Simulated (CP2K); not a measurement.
Consider 2-mercaptothiophene at its PBE geometry (Å).

```xyz
10

S     2.7057   -0.0959   -0.1295
C     0.9550    0.0424   -0.0374
C     0.0597   -1.0079   -0.0996
C    -1.2944   -0.5775    0.0016
C    -1.4180    0.7844    0.1381
S     0.1267    1.5509    0.1449
H     2.9689    1.2232   -0.0120
H     0.3629   -2.0462   -0.2146
H    -2.1465   -1.2533   -0.0273
H    -2.3199    1.3798    0.2359
```

Method: CP2K XAS_TDP, all-electron GAPW, PBEh(45%), aug-cc-pVDZ, TDA, GW2X-corrected core level, no relativity.

**Question.** Where do the C K-edge lines lie, and how strong are they?

Leading lines: C2 287.23 eV, C3 287.35 eV, C4 287.40 eV and C5 287.04 eV. The leading line of an atom is its first one with 35 % of the strongest within 2.5 eV of its lowest line over the strength cut. Core ionisation energies at this level: C3 291.71, C4 291.94, C2 292.36 and C5 291.98 eV.

The first six lines of each atom with a strength over 0.0015:

```
                     atom  energy (eV)  states  strength, one atom  above the computed threshold
 C2 (bonded to C and 2 S)       287.23       1              0.0522                              
                                289.11       1              0.0167                              
                                289.53       1              0.0447                              
                                290.75       1              0.0045                              
                                291.40       1              0.0056                              
                                292.67       1              0.0034                           yes
 C3 (bonded to 2 C and H)       287.35       1              0.0411                              
                                289.44       1              0.0106                              
                                289.66       1              0.0069                              
                                289.94       1              0.0052                              
                                290.84       1              0.0027                              
                                291.57       1              0.0038                              
 C4 (bonded to 2 C and H)       287.40       1              0.0462                              
                                289.75       1              0.0092                              
                                289.99       1              0.0092                              
                                290.22       1              0.0057                              
                                291.60       1              0.0030                              
                                291.79       1              0.0017                              
C5 (bonded to C, S and H)       287.04       1              0.0474                              
                                289.19       1              0.0290                              
                                290.04       1              0.0106                              
                                290.64       1              0.0069                              
                                291.12       1              0.0059                              
                                291.81       1              0.0029
```

Lines are vertical, at one geometry, with no vibrational structure. GW2X ionisation energies and lines can be off by 1 to 2 eV either way, and a good line position may hide errors that cancel. These values hold no scalar relativity, about 0.1 eV for C 1s. Rydberg lines, and the discretised continuum above threshold, depend on the basis and the box.

[Banner, clock and machine lines of the logs are left out without a mark of their own.]

[Logs are printed without paths, hosts, clocks, repeated set-up lines and the standing remarks that a program may print on its own settings, such as how far it seeks lower states.]

[Hosts, paths, dates, database ids (printed as entryN), source tags and the programs' standing remarks are cut or masked in the printed files.]
